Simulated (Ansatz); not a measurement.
# Static equation of state of random rock-salt alloy of NbC and TiC (64 atoms)

The cell holds 64 atoms: 20 Ti, 32 C and 12 Nb. Cell: a = 8.790 Å, b = 8.796 Å, c = 8.787 Å, α = 90.0°, β = 90.0°, γ = 90.0°. It derives from NbC (rock-salt) and TiC, repeated 2×2×2. The starting structure: Rock-salt NbC, 2 x 2 x 2 conventional cells, 20 of 32 Nb sites given to Ti at random (x = 0.625), lattice by Vegard's rule (a = 4.381 Å); not relaxed, displaced by a Gaussian of 0.02 Å.

Calculated with Ansatz 0.2.0: Kohn-Sham DFT, PBE, PAW (set soft_1), plane waves; cutoff 420 eV, k-mesh 2×2×2, fermi-dirac smearing of 0.05 eV. Cell and atoms were relaxed first, to V0 = 10.615 Å³ an atom at a residual P0 = 0.014 GPa. The cell was then scaled evenly, and the atoms were relaxed at each volume.

```
volume (Å³/atom)  pressure (GPa)
          9.5536               ?
          9.9782           18.88
          10.297           8.725
          10.934          -7.450
          11.252          -13.86
```

**Question.** Fit the third-order Birch–Murnaghan equation to the rows given and extrapolate to the withheld row.

Worked fit:

Take the Eulerian strain f = ½[(V0/V)^(2/3) − 1] and the normalised pressure F = (P − P0) / [3f(1 + 2f)^(5/2)]. The third-order Birch–Murnaghan equation is then the line F = B0 + (3/2)B0(B′ − 4) f, so u = f and v = F.

| u = f | v = F (GPa) |
| --- | --- |
| 0.0210564 | 269.324 |
| 0.0102568 | 269.081 |
| -0.00975634 | 267.917 |
| -0.0190504 | 267.497 |

With n = 4: mean u = 6.2663e-4, mean v = 268.455, Σ(u − ū)² = 0.0010051, Σ(u − ū)(v − v̄) = 0.048212. Slope b = 0.048212 / 0.0010051 = 47.967; intercept a = v̄ − b ū = 268.42.

So B0 = a = 268 GPa and B′ = 4 + 2b/(3a) = 4.12. At the withheld volume f = 0.03638, F = a + b f = 270.2 GPa, and P = P0 + 3f(1 + 2f)^(5/2) F.

Prediction at 9.5536: 35.16 GPa. The run gave 35.03 GPa, so the fit is high by 0.13 GPa (0.37 % of the value).

B′ = 4.1 lies in the range of 3 to 6 that is common for dense crystals. Among the rows given, the largest miss of the fit is at 9.9782, by 0.0078 GPa (0.016 % of the range of the table).

Limits: Static cells at zero temperature; the cell shape is held. The program notes that the SCF threshold of these relaxations is loose for the stress.

[Logs are printed without paths, hosts, clocks, repeated set-up lines and the standing remarks that a program may print on its own settings, such as how far it seeks lower states.]

[Hosts, paths, dates, database ids (printed as entryN), source tags and the programs' standing remarks are cut or masked in the printed files.]
